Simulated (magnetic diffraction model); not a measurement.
## Magnetic neutron pattern of DyMoAs

Space group Pnma (no. 62), a = 6.7170 Å, b = 3.6580 Å, c = 9.1530 Å.

```
site  atom       x    y       z
  4c    Dy  0.7780  3/4  0.6589
  4c    Mo  0.9182  3/4  0.3473
  4c    As  0.9045  3/4  0.9587
```

The compound is invented for this exercise: a known structure type with other elements, its cell scaled to their sizes and not relaxed.

Only Dy is taken to order (form factors of Dy3+); orders and moment sizes are assumed, and not adapted to the symmetry. Radiation: neutrons of λ = 2.0775 Å (absorption by Dy left out), 2° to 60°; isotropic B of 0.38 Å² (Dy), 0.43 Å² (Mo) and 0.45 Å² (As). Simulated constant-wavelength pattern: nuclear and magnetic terms add, the magnetic one as |2.695 fm × Σ f S⊥ exp(2πi Q·r) exp(−B s²)|², summed over all Q at one angle with the factor 1/(sin²θ cos θ). For a modulated order the moment at position r is S exp(−2πi k·r) + c.c., with S = m/2 for a sine wave of amplitude m and S = m(u + iv)/2 for moments turning in a plane, u and v being orthogonal unit vectors in it; the phase factor of the sum at Q = H + k is then exp(2πi H·r). Free-ion form factors, Sears's scattering lengths of 1992, no absorption; a label names one of the reflections at its angle. The strongest nuclear line in the range is 100, and lines under 0.2 are left out.

Assume the order k = (0 0 1/3), moments turning in the plane of [100] and [010], 9.6 μB on Dy; signs + at (0.7780, 3/4, 0.6589), + at (0.7220, 1/4, 0.1589), − at (0.2780, 3/4, 0.8411), − at (0.2220, 1/4, 0.3411).

Q: Where does magnetic intensity appear, and how strong is it?

```csv
2θ (°),index,nuclear,magnetic
18.32,(1 0 1/3),0.0,131.8
19.83,(1 0 2/3),0.0,2.8
21.81,(0 0 5/3),0.0,74.2
24.99,(1 0 4/3),0.0,2.2
26.24,(0 0 2),2.6,0.0
28.28,(1 0 5/3),0.0,13.6
30.71,(0 0 7/3),0.0,35.7
31.88,(1 0 2),28.9,0.0
34.18,(0 1 2/3),0.0,10.7
35.61,(0 1 1),24.4,0.0
35.72,(1 0 7/3),0.0,8.9
36.03,(2 0 0),11.1,0.0
37.13,(2 0 2/3),0.0,1.0
37.54,(0 1 4/3),0.0,9.9
38.00,(1 1 1/3),0.0,1.7
38.47,(2 0 1),0.6,0.0
38.79,(1 1 2/3),0.0,37.0
40.08,(1 1 1),19.4,0.0
40.28,(2 0 4/3),0.0,1.0
41.83,(1 1 4/3),0.0,34.9
42.51,(2 0 5/3),0.0,19.4
43.92,(1 0 3),23.7,0.0
44.00,(1 1 5/3),0.0,0.2
45.12,(2 0 2),8.1,0.0
46.54,(1 1 2),8.3,0.0
48.05,(2 0 7/3),0.0,16.3
49.04,(0 1 8/3),0.0,22.4
49.18,(0 0 11/3),0.0,8.4
49.41,(1 1 7/3),0.0,0.2
49.65,(2 1 0),38.6,0.0
50.51,(2 1 2/3),0.0,7.4
51.28,(2 0 8/3),0.0,2.3
51.56,(2 1 1),56.1,0.0
52.58,(1 1 8/3),0.0,0.8
52.63,(0 1 3),3.2,0.0
52.71,(1 0 11/3),0.0,9.9
53.02,(2 1 4/3),0.0,7.2
53.99,(0 0 4),9.0,0.0
54.77,(2 0 3),1.4,0.0
54.84,(2 1 5/3),0.0,2.6
55.48,(3 0 1/3),0.0,8.3
56.01,(1 1 3),100.0,0.0
56.08,(3 0 2/3),0.0,2.0
56.46,(0 1 10/3),0.0,17.1
57.06,(3 0 1),0.9,0.0
57.31,(1 0 4),17.9,0.0
58.42,(3 0 4/3),0.0,1.9
58.50,(2 0 10/3),0.0,1.8
```
(The table stops after 48 lines; 3 more lie at higher angle.)

The strongest magnetic line in the range is (1 0 1/3) at 18.32° (131.8). On top of the Lorentz factor, which all lines share, magnetic lines fade with angle because f falls: for Dy3+ it is 0.96, 0.84, 0.69 and 0.41 at sin θ/λ = 0.1, 0.2, 0.3 and 0.5 Å⁻¹, while nuclear lengths stay constant. The order has no net moment.

[Logs are printed without paths, hosts, clocks, repeated set-up lines and the standing remarks that a program may print on its own settings, such as how far it seeks lower states.]
